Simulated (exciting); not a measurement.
Consider WSeS, space group P-3m1.

```
W Se S
1.0
     3.24811    0.00000    0.00000
    -1.62406    2.81295    0.00000
     0.00000    0.00000   13.45876
W Se S
2 2 2
Direct
  0.66667 0.33333 0.74315
  0.33333 0.66667 0.25685
  0.66667 0.33333 0.13072
  0.33333 0.66667 0.86928
  0.33333 0.66667 0.62976
  0.66667 0.33333 0.37024
```

Absorber: atom 5, with nearest neighbours 3 W at 2.42 Å (site symmetry 3m). Method: exciting, all-electron LAPW+lo, LDA, exchange and screened direct term (singlet BSE), 5×5×1 shifted k points, 51 conduction bands, |G+q| up to 3 bohr⁻¹, full RPA screening with nempty = 85, Lorentzian half width 0.45 eV.

Question: What does the S K spectrum look like, and is there a bound core exciton?

Bound core exciton? Undecided on this mesh: the first bright state (over 5 % of the brightest) lies at -0.19 eV from the Kohn–Sham onset and at -0.40 eV from the lowest bare transition of its own mesh. Maxima (height): 0.0 eV (1.00), 6.2 eV (0.30), 9.6 eV (0.30), 12.2 eV (0.22) and 16.7 eV (0.19).

Energy from the Kohn–Sham onset, core level to the lowest empty state found on the meshes used; Im ε in relative units:

```tsv
E (eV)	Im ε
-4.0	0.02
-3.5	0.03
-3.0	0.03
-2.5	0.05
-2.0	0.07
-1.5	0.11
-1.0	0.22
-0.5	0.56
0.0	1.00
0.5	0.74
1.0	0.52
1.5	0.39
2.0	0.32
2.5	0.26
3.0	0.17
3.5	0.14
4.0	0.16
4.5	0.18
5.0	0.19
5.5	0.22
6.0	0.28
6.5	0.28
7.0	0.26
7.5	0.26
8.0	0.25
8.5	0.25
9.0	0.27
9.5	0.30
10.0	0.28
10.5	0.22
11.0	0.18
11.5	0.18
12.0	0.21
12.5	0.21
13.0	0.17
13.5	0.14
14.0	0.13
14.5	0.14
15.0	0.16
15.5	0.17
16.0	0.18
16.5	0.19
17.0	0.18
17.5	0.16
18.0	0.15
18.5	0.14
19.0	0.14
19.5	0.15
```

A mesh of 25 points doesn't converge binding energies, and fine structure above the first lines is partly noise of the mesh. The kernel cutoff is low for a compact core orbital, so the effect of exchange is a lower bound. The zero comes from the unshifted 6×6×1 ground-state mesh; it is exact only where the band minimum lies on that mesh. The structure is a Materials Project entry, computed there, and may be a hypothetical form.

[Banner, clock and machine lines of the logs are left out without a mark of their own.]

[Logs are printed without paths, hosts, clocks, repeated set-up lines and the standing remarks that a program may print on its own settings, such as how far it seeks lower states.]

[Hosts, paths, dates, database ids (printed as entryN), source tags and the programs' standing remarks are cut or masked in the printed files.]
